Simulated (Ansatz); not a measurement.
# KTaO3 (Pm-3m): phonons against volume

Aim: how the vibrations of KTaO3 shift with volume, and the expansion that follows.

Program: Ansatz 0.2.0. Level of theory: DFT LDA, scalar-relativistic, plane waves, PAW; PAW set soft_1. Results are calculated unless marked as measured.

### 1. The starting structure

It takes space group Pm-3m (No. 221, cubic). The conventional cell has a = 3.988 Å, b = 3.988 Å, c = 3.988 Å, α = 90.00°, β = 90.00°, γ = 90.00°. Nearest to K lie 12 O at 2.82 Å. Ta has 6 O at 1.99 Å nearest. O has 2 Ta at 1.99 Å and 4 K at 2.82 Å nearest. Farther neighbours and most contacts between anions are not listed.

### 2. A first coarse run

Before spending time, one coarse run tells the gap and the pressure of the starting cell.

File input.yaml:

```yaml
crystal:
  lattice:
    - [3.9883, 0.0, 0.0]
    - [0.0, 3.9883, 0.0]
    - [0.0, 0.0, 3.9883]
  atoms:
    - { symbol: K, position: [0.5, 0.5, 0.5] }
    - { symbol: Ta, position: [0.0, 0.0, 0.0] }
    - { symbol: O, position: [0.5, 0.0, 0.0] }
    - { symbol: O, position: [0.0, 0.5, 0.0] }
    - { symbol: O, position: [0.0, 0.0, 0.5] }
kpoints:
  mp_grid: { grid: [4, 4, 4] }
hamiltonian:
  xc: lda
  pseudopotentials: { kind: paw, azcp: { folder: soft_1 }, xc_functional: pbe }
scf:
  occupations: { method: gaussian, width: 0.1 }
  lower_state_search: "off"
output:
  forces: true
  stress: true
  eigenvalues: true
```

Started as:

```bash
> ansatz run input.yaml --threads 18 --pin off --max-ram 92160MiB --backend cuda --events-out ev --progress --plain --runs-dir out --max-vram 78GiB
```

Numbers of over 12 decimals in the logs are rounded to 6 here.

The log of the run:

```text
Engine: ansatz 0.2.0, aarch64-unknown-linux-gnu
Pseudopotentials: kind: paw
Pseudopotential: K, paw, valence charge 9, recommended cutoff 420 eV (normal), soft_1/K.paw.azcp
Pseudopotential: Ta, paw, valence charge 13, recommended cutoff 420 eV (normal), soft_1/Ta.paw.azcp
Pseudopotential: O, paw, valence charge 6, recommended cutoff 420 eV (normal), soft_1/O.paw.azcp
Functional definition: SPW92
  exchange = slater_x
  correlation = pw_c
device memory: the entry about to start is reckoned to put 0.8 GiB on a device that reports 182.5 GiB free (of which the cap on the GPU budget leaves the run 78.0 GiB)
GPU FFT provider: cuFFT
GPU libraries: cuBLAS 13.8.1, cuFFT 12.4.0, cuSOLVER 12.3.2
GPU matrix products: emulated (plane waves: as basis.precision tells), large ones in fixed point in workspaces of 1.00 GiB
Crystal: 5 atoms, lattice volume = 63.440 Å³
Basis set: ecut = 420 eV, 1237 PW (Γ)
Bands: 25, of which v1, the nominal top of the filled ones, is band 20 counted from 1 (19 counted from 0)
Symmetry: 48 space group operations
Space group: Pm-3m (ITA 221), of the structure as read, at distance tolerance 4.0e-5 Å
k-points: 10 of 64
Non-local potential: K, projectors of the file, l = 0: 3, l = 1: 2, l = 2: 2
Non-local potential: Ta, projectors of the file, l = 0: 3, l = 1: 2, l = 2: 2, l = 3: 1
Non-local potential: O, projectors of the file, l = 0: 2, l = 1: 2, l = 2: 1
PAW form: soft (Blöchl's): semilocal exchange-correlation on the pseudo side does not see the compensation charge
PAW frozen core: K, regenerated for the run's functional, and the local potential with it (the file was generated under x = pbe(κ = 0.804, μ = 0.219515), c = pbe(β = 0.066725))
PAW frozen core: Ta, regenerated for the run's functional, and the local potential with it (the file was generated under x = pbe(κ = 0.804, μ = 0.219515), c = pbe(β = 0.066725))
PAW frozen core: O, regenerated for the run's functional, and the local potential with it (the file was generated under x = pbe(κ = 0.804, μ = 0.219515), c = pbe(β = 0.066725))
PAW one-centre angular grid: K, 110 points (default); XC on 64 Gauss nodes
PAW one-centre angular grid: Ta, 590 points (default); XC on 64 Gauss nodes
PAW one-centre angular grid: O, 110 points (default); XC on 64 Gauss nodes
Initial density: superposition of atomic densities (chi_scale 0.1, normalization cell, long waves kept (reshape's long-wave potential 0.00 eV rms))
Initial wavefunctions: pseudopotential atomic-orbital guess
GPU buffer pool allocated for 19683 grid points (all kernels)
GPU transforms: local potential and band sums: pruned to the plane-wave sphere, on 27×27×27
Functional: x = slater, c = lda
SCF iter   1: F=—  HF=-12852.301303 eV  |F-HF|=—  |Δ(HF+E_count)|=         —  Δρ=5.46e-2  dr2=1.69e0  ethr=3.10e-3  ⟨swp⟩=5.9  Hψ=1188  notcnv=0
preconditioner: auto → Resta (q_TF=auto, 2.526 Å⁻¹)  ε∞=4.5  [insulator: Δε(μ)=2.419 eV  Ē_g=13.573 eV  σ=0.100 eV  W_gap=1.00  n_scr=18 (ndim 8)  ℏωp=25.5 eV  f_vac=0.000  D(μ)=0.00/eV (n_scr^D=0)  ε∞_Penn≈4.5]
SCF iter   2: F=—  HF=-12851.902490 eV  |F-HF|=—  |Δ(HF+E_count)|=   3.99e-1  Δρ=2.79e-2  dr2=4.60e-1  ethr=3.10e-3  ⟨swp⟩=2.2  Hψ=470  notcnv=0  defer=10
SCF iter   3: F=—  HF=-12851.769374 eV  |F-HF|=—  |Δ(HF+E_count)|=   1.33e-1  Δρ=5.09e-3  dr2=1.55e-2  ethr=1.15e-3  ⟨swp⟩=2.8  Hψ=447  notcnv=0  defer=10
SCF iter   4: F=—  HF=-12851.766793 eV  |F-HF|=—  |Δ(HF+E_count)|=   2.58e-3  Δρ=3.57e-3  dr2=7.02e-3  ethr=3.88e-5  ⟨swp⟩=2.0  Hψ=386  notcnv=0  defer=10
SCF iter   5: F=—  HF=-12851.765309 eV  |F-HF|=—  |Δ(HF+E_count)|=   1.48e-3  Δρ=8.67e-4  dr2=3.08e-4  ethr=1.76e-5  ⟨swp⟩=2.0  Hψ=383  notcnv=0  defer=10
SCF iter   6: F=—  HF=-12851.765226 eV  |F-HF|=—  |Δ(HF+E_count)|=   8.28e-5  Δρ=9.60e-5  dr2=5.43e-6  ethr=7.71e-7  ⟨swp⟩=2.6  Hψ=409  notcnv=0  defer=10
SCF iter   7: F=—  HF=-12851.765376 eV  |F-HF|=—  |Δ(HF+E_count)|=   1.50e-4  Δρ=1.53e-5  dr2=1.19e-7  ethr=1.36e-8  ⟨swp⟩=2.0  Hψ=341  notcnv=0  defer=10
SCF iter   8: F=-12851.765376 eV  HF=-12851.765376 eV  |F-HF|=9.09e-12  |Δ(HF+E_count)|=   2.95e-8  Δρ=1.64e-6  dr2=1.46e-9  ethr=2.50e-10  ⟨swp⟩=10.6  Hψ=1136  notcnv=0
SCF 1 converged in 8 iterations: F = -12851.765376 eV  dr2 = 1.46e-9
  greatest PAW one-centre occupation: 0.999 electrons in one spin orbital (limit 2), on the Ta atom at site 1 (counted from 0), in its partial waves of l = 0
SCF converged after 8 iterations
Free energy (F): -12851.765376 eV
Harris-Foulkes:  -12851.765376 eV  (|F-HF|=9.09e-12)
Internal energy: -12851.765376 eV  (E = F + TS)
E sigma→0 (E₀):  -12851.765376 eV
Fermi energy:    9.374505 eV
--- Per-component energies (eV) ---
  E_band       = -266.241786
  E_kinetic    = 1144.989425
  E_local      = -2220.026004  (includes V_loc(G=0)·N_el)
  E_nonlocal   = 174.644052
  E_hartree    = 787.267264
  E_xc         = -661.859380
  E_vxc        = -668.311034  (∫ρ·V_xc dr)
  E_paw        = -9256.253200  (= ΣΔE_a)
  E_vpaw       = -272.076286  (= ΣTr[D̂ρ^β])
  E_aug_tail   = 0.002586  (compensation charges beyond the density's cutoff)
  E_ewald      = -2821.337382
  E_core_change = 0.807262  (= ΣΔE_core)
  E_smearing   = -0.000000  (= −TS)
  E_closure    = 0.000000  (closes the sum)
  Σ components = -12851.765376   (vs F -12851.765376, Δ=0.00e0)
--- Forces (eV/Å), atoms counted from 1 ---
  atom   1  K     -0.00000000    -0.00000000    -0.00000000
  atom   2  Ta     0.00000000     0.00000000    -0.00000000
  atom   3  O     -0.00000000    -0.00000000     0.00000000
  atom   4  O     -0.00000000     0.00000000    -0.00000000
  atom   5  O     -0.00000000     0.00000000    -0.00000000
  max |Σ_I F_I| component: 8.23e-25 eV/Å
--- Stress (GPa, compression-positive) ---
       -5.703550       0.000000       0.000000
        0.000000      -5.703550       0.000000
        0.000000       0.000000      -5.703550
  P = ⅓ Tr σ = -5.7036 GPa (-57.036 kbar)
--- Band table (eV; the first three rows and the last of 10) ---
  k-point 0: bands = [... 16 lower, 7.2668, 7.7126, 7.7126, 7.7126, 10.4053, 10.4053, 10.4053, 14.7157, ... 1 higher]
  k-point 1: bands = [... 16 lower, 6.6451, 7.0139, 7.5501, 7.5501, 10.4852, 11.9290, 11.9290, 15.1733, ... 1 higher]
  k-point 2: bands = [... 16 lower, 6.1605, 6.7826, 7.4842, 7.4842, 10.5688, 13.3009, 13.3009, 15.1892, ... 1 higher]
  k-point 9: bands = [... 16 lower, 4.4046, 8.3436, 8.3436, 8.3436, 14.7608, 14.7608, 14.7608, 17.0699, ... 1 higher]
```

Elapsed: 0.8 s, on 1 × NVIDIA GB200 with 18 threads of Arm Neoverse V2, shared host; peak memory 1.1 GiB.

A gap read on the k-mesh alone can miss the band edges.

Numbers from this step:

```
pressure          : -5.704 GPa
gap on the k-mesh : 2.062 eV
volume per atom   : 12.69 Å³/atom
```

The start is under -5.7 GPa at this level and looks like an insulator or semiconductor on this mesh.

### 3. Finding the static equilibrium

Phonons are second derivatives about a minimum, so cell and atoms are relaxed first, inside the symmetry of the start.

input.yaml, the sections that differ from step 2:

```yaml
kpoints:
  mp_grid: { grid: [8, 8, 8] }
scf:
  occupations: { method: gaussian, width: 0.02 }
  lower_state_search: "off"
relax:
  adjacent_minimum: "off"
  f_tol: 0.005
  max_steps: 80
  cell: { stress_tol: 0.05 }
# crystal, hamiltonian, output: as in step 2
```

The log of the run:

```text
[...]
Crystal: 5 atoms, lattice volume = 63.440 Å³
Basis set: ecut = 420 eV, 1237 PW (Γ)
Bands: 25, of which v1, the nominal top of the filled ones, is band 20 counted from 1 (19 counted from 0)
Symmetry: 48 space group operations
[...]
k-points: 35 of 512
[...]
SCF iter   1: F=—  HF=-12852.321888 eV  |F-HF|=—  |Δ(HF+E_count)|=         —  Δρ=5.45e-2  dr2=1.68e0  ethr=3.10e-3  ⟨swp⟩=7.1  Hψ=4429  notcnv=0
[...]
SCF iter   2: F=—  HF=-12851.926142 eV  |F-HF|=—  |Δ(HF+E_count)|=   3.96e-1  Δρ=2.77e-2  dr2=4.58e-1  ethr=3.10e-3  ⟨swp⟩=2.2  Hψ=1678  notcnv=0  defer=35
[...]
SCF iter   8: F=-12851.790540 eV  HF=-12851.790540 eV  |F-HF|=3.02e-10  |Δ(HF+E_count)|=   6.48e-9  Δρ=1.83e-6  dr2=1.87e-9  ethr=2.50e-10  ⟨swp⟩=10.2  Hψ=4196  notcnv=0
SCF 1 converged in 8 iterations: F = -12851.790540 eV  dr2 = 1.87e-9
[...]
relax step   1: F+E_penalty+E_count = -12851.79053982 eV  Δ(F+E_penalty+E_count) = +0.000e0 eV  max|allowed force component| = 1.274e-25 eV/Å  Δτ_max = 0.0000 Å  P = -5.746 GPa  Ω = 63.440 Å³  (8 SCF iters, dr2 threshold 1.00e-7 eV, accepted)
[...]
Crystal: 5 atoms, lattice volume = 61.285 Å³
Basis set: ecut = 420 eV, 1213 PW (Γ)
[...]
iter 1 solved again at ethr=3.18e-5 eV; its pass at ethr=3.10e-3 eV (dr2=1.27e-2 eV) is discarded
[...]
SCF iter   2: F=—  HF=-12851.826676 eV  |F-HF|=—  |Δ(HF+E_count)|=   3.77e-3  Δρ=1.68e-3  dr2=1.90e-3  ethr=3.18e-5  ⟨swp⟩=2.2  Hψ=1543  notcnv=0
[...]
SCF iter   5: F=-12851.826038 eV  HF=-12851.826038 eV  |F-HF|=1.20e-8  |Δ(HF+E_count)|=   3.35e-7  Δρ=1.83e-5  dr2=2.25e-7  ethr=1.25e-9  ⟨swp⟩=5.3  Hψ=4812  notcnv=0
SCF 2 converged in 5 iterations: F = -12851.826038 eV  dr2 = 2.25e-7
[...]
SCF 3 converged in 5 iterations: F = -12851.826900 eV  dr2 = 1.40e-8
[...]
SCF 4 converged in 4 iterations: F = -12851.826962 eV  dr2 = 6.64e-10
[...]
SCF 5 converged in 5 iterations: F = -12851.822708 eV  dr2 = 2.95e-11
[...]
SCF 6 converged in 4 iterations: F = -12851.822826 eV  dr2 = 3.87e-9
[...]
SCF iter   3: F=-12851.822826 eV  HF=-12851.822826 eV  |F-HF|=2.18e-11  |Δ(HF+E_count)|=  6.55e-11  Δρ=2.46e-7  dr2=3.74e-11  ethr=1.00e-12  ⟨swp⟩=3.6  Hψ=4520  notcnv=0
SCF 7 converged in 3 iterations: F = -12851.822826 eV  dr2 = 3.74e-11
relax step   7: F+E_penalty+E_count = -12851.82282585 eV  Δ(F+E_penalty+E_count) = +2.256e-10 eV  max|allowed force component| = 1.059e-27 eV/Å  Δτ_max = 0.0000 Å  P = -0.002 GPa  Ω = 61.693 Å³  stress off target by 1.65e-3 GPa  SCF on the basis re-selected at this cell (its energy is not comparable with the rows above)  (3 SCF iters)
basis re-selected at this cell: Δ(F+E_penalty+E_count) = +2.256e-10 eV, ΔP = -0.001 GPa vs the last step (what re-selecting the basis moved, of the pressure what is left beyond the Pulay correction that the steps carried, after the strain that the cell walked since its last selection, with what the two solves' SCF thresholds leave and, on support functions, any second-order correction that the steps lacked; it is no  [...]
SCF converged after 3 iterations
Free energy (F): -12851.822826 eV
[...]
Internal energy: -12851.822826 eV  (E = F + TS)
E sigma→0 (E₀):  -12851.822826 eV
Fermi energy:    9.794222 eV
[...]
--- Stress (GPa, compression-positive) ---
       -0.001650       0.000000       0.000000
        0.000000      -0.001650       0.000000
        0.000000       0.000000      -0.001650
  P = ⅓ Tr σ = -0.0017 GPa (-0.017 kbar)
--- Band table (eV; the first three rows and the last of 35) ---
  k-point 0: bands = [... 16 lower, 7.6053, 8.1114, 8.1114, 8.1114, 10.8631, 10.8631, 10.8631, 15.3260, ... 1 higher]
  k-point 1: bands = [... 16 lower, 7.5239, 7.6382, 8.0255, 8.0255, 10.8881, 11.3773, 11.3773, 15.6116, ... 1 higher]
  k-point 2: bands = [... 16 lower, 6.9904, 7.3379, 7.9420, 7.9420, 10.9498, 12.4449, 12.4449, 15.9098, ... 1 higher]
  k-point 34: bands = [... 16 lower, 4.7068, 8.7253, 8.7253, 8.7253, 15.4137, 15.4137, 15.4137, 17.5379, ... 1 higher]
--- Relaxed structure (5 steps of the walk, 5 accepted, 2 SCFs on fresh bases) ---
  F+E_penalty+E_count = -12851.82282585 eV   max|allowed force component| = 1.059e-27 eV/Å   (the final SCF, on the basis selected at the relaxed cell)
  cell:  # Å, volume = 61.6934 Å³
    - [3.951357, 0, 0]
    - [0, 3.951357, 0.0]
    - [0, 0.0, 3.951357]
  atoms:
    - { symbol: K, position: [0.500000, 0.500000, 0.500000] }
    - { symbol: Ta, position: [0, 0, 0] }
    - { symbol: O, position: [0.500000, 0, 0] }
    - { symbol: O, position: [0, 0.500000, 0] }
    - { symbol: O, position: [0, 0, 0.500000] }
```

Elapsed: 3.7 s, on 1 × NVIDIA GB200 with 18 threads; peak memory 1.1 GiB.

The steps of the relaxation:

```
step  energy less that of the first step (eV)  largest force component (eV/Å)  pressure (GPa)  volume (Å³)
   1                                   0.0000                          0.0000           -5.75        63.44
   2                                  -0.0355                          0.0000            1.63        61.29
   3                                  -0.0364                          0.0000           -0.07        61.75
   4                                  -0.0364                          0.0000            0.00        61.73
   5                                  -0.0322                          0.0000           -0.13        61.73
   6                                  -0.0323                          0.0000            0.00        61.69
  7*                                  -0.0323                          0.0000            0.00        61.69
```

Relaxation steps marked * repeat the geometry before them on a plane-wave basis chosen anew for their cell, so energy and pressure can jump there. The log counts 2 steps on a newly chosen plane-wave basis, not all of them marked here; energy and pressure can jump at such steps.

Forces are held to the 48 operations that the run works with; a distortion that breaks them can't arise in this run.

```
conventional cell, symmetrised  before  after  change
                         a (Å)   3.988  3.951  -0.9 %
                         b (Å)   3.988  3.951  -0.9 %
                         c (Å)   3.988  3.951  -0.9 %
              volume (Å³/atom)   12.69  12.34  -2.8 %
```

Final coordinates:

```xyz
5
Lattice="3.9514 0.0000 0.0000 0.0000 3.9514 0.0000 0.0000 0.0000 3.9514" Properties=species:S:1:pos:R:3 pbc="T T T"
K     1.9757    1.9757    1.9757
Ta    0.0000    0.0000    0.0000
O     1.9757    0.0000    0.0000
O     0.0000    1.9757    0.0000
O     0.0000    0.0000    1.9757
```

Numbers from this step:

```
pressure          : -0.001650 GPa
gap on the k-mesh : 2.138 eV
volume per atom   : 12.34 Å³/atom
```

The relaxation ends with a pressure of 0.00 GPa.

### 4. Tight relaxation

The thresholds are tightened for a last relaxation ahead of the phonons, and where mesh or smearing change with them the cell follows.

input.yaml, the sections that differ from step 3:

```yaml
crystal:
  lattice:
    - [3.9513565341, 0.0, 0.0]
    - [0.0, 3.9513565341, 0.0]
    - [0.0, 0.0, 3.9513565341]
  atoms:
    - { symbol: K, position: [0.5, 0.5, 0.5] }
    - { symbol: Ta, position: [0.0, 0.0, 0.0] }
    - { symbol: O, position: [0.5, 0.0, 0.0] }
    - { symbol: O, position: [0.0, 0.5, 0.0] }
    - { symbol: O, position: [0.0, 0.0, 0.5] }
scf:
  occupations: { method: fixed }
  lower_state_search: "off"
relax:
  adjacent_minimum: "off"
  f_tol: 0.001
  max_steps: 60
  cell: { stress_tol: 0.01 }
# kpoints, hamiltonian, output: as in step 3
```

The log of the run:

```text
[...]
GPU FFT provider: cuFFT
GPU libraries: cuBLAS 13.8.1, cuFFT 12.4.0, cuSOLVER 12.3.2
[...]
Crystal: 5 atoms, lattice volume = 61.693 Å³
Basis set: ecut = 420 eV, 1213 PW (Γ)
Bands: 25, of which v1, the nominal top of the filled ones, is band 20 counted from 1 (19 counted from 0)
Symmetry: 48 space group operations
[...]
k-points: 35 of 512
[...]
--- Relaxed structure (1 steps of the walk, 1 accepted, 1 SCFs on fresh bases) ---
[...]
cell:  # Å, volume = 61.6934 Å³
    - [3.9513565341, 0.0, 0.0]
    - [0.0, 3.9513565341, 0.0]
    - [0.0, 0.0, 3.9513565341]
  atoms:
    - { symbol: K, position: [0.500000, 0.500000, 0.500000] }
    - { symbol: Ta, position: [0.0, 0.0, 0.0] }
    - { symbol: O, position: [0.500000, 0.0, 0.0] }
    - { symbol: O, position: [0.0, 0.500000, 0.0] }
    - { symbol: O, position: [0.0, 0.0, 0.500000] }
[key lines of the parts left out:]
SCF converged after 5 iterations
Free energy (F): -12851.822826 eV
Fermi energy:    8.725306 eV
P = ⅓ Tr σ = -0.0016 GPa (-0.016 kbar)
```

Wall time 1.4 s (1 × NVIDIA GB200 with 18 threads); peak memory 1.1 GiB.

Little changed from the start: no atom moved by 0.005 Å and no cell edge by 0.1 %.

Numbers from this step:

```yaml
pressure: -0.001620 GPa
```

The residual pressure is -0.0016 GPa, small enough for phonons.

(Part 1 of 4 ends here.)

[Logs are printed without paths, hosts, clocks, repeated set-up lines and the standing remarks that a program may print on its own settings, such as how far it seeks lower states.]

[Hosts, paths, dates, database ids (printed as entryN), source tags and the programs' standing remarks are cut or masked in the printed files.]

[A step with changed settings may run another functional than the one named; its input shows which.]


